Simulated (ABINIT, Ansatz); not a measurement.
Planning a run of ABINIT 10.8.3 on WS2 (Tungstenite). The input:

```
acell 3*1.0 Angstrom
rprim 
  3.153199999992 0.000000000002 0.000000000000
  -1.576599999998 2.730751303206 0.000000000000
  0.000000000000 0.000000000000 12.323000000000
ntypat 2
znucl 74 16
natom 6
typat 1 1 2 2 2 2
xred 
  0.333333333333 0.666666666667 0.250000000000
  0.666666666667 0.333333333333 0.750000000000
  0.333333333333 0.666666666667 0.622500000000
  0.666666666667 0.333333333333 0.122500000000
  0.333333333333 0.666666666667 0.877500000000
  0.666666666667 0.333333333333 0.377500000000
pp_dirpath "pseudos"
pseudos "W.upf, S.upf"
ecut 31
ngkpt 6 6 1
nshiftk 1
shiftk 0 0 0
kptopt 1
chksymbreak 0
istwfk *1
occopt 1
irdwfk 1
optdriver 3
nband 303
ecuteps 6.5
inclvkb 2
awtr 1
symchi 1
indata_prefix "in"
outdata_prefix "out"
tmpdata_prefix "tmp"
```

```sh
OMP_NUM_THREADS=1 mpirun -n 8 abinit run.abi > log
```

Q: Estimate wall time and host memory on 8 MPI ranks of Arm Neoverse V2, shared host.

It took 3 min; on shared hardware allow 90 s to 6 min. Peak host memory was 3.4 GiB.

[Paths, hosts, dates, memory and timing lines, banners, echoed tables and standing remarks are left out of the program output.]

[Logs are printed without paths, hosts, clocks, repeated set-up lines and the standing remarks that a program may print on its own settings, such as how far it seeks lower states.]

[Runs of the session that timed out or met a known fault of the program may be left out.]

[Hosts, paths, dates, database ids (printed as entryN), source tags and the programs' standing remarks are cut or masked in the printed files.]

[G0W0 gaps are taken among the corrected bands and points alone; a level outside them can change the order at an edge.]

[Where Ansatz stands beside ABINIT at settings called matched, ABINIT's density can come from a denser mesh and the files from another edition; pairs whose starting gaps differed by over 0.03 eV were left out, so agreement reads better than it is.]
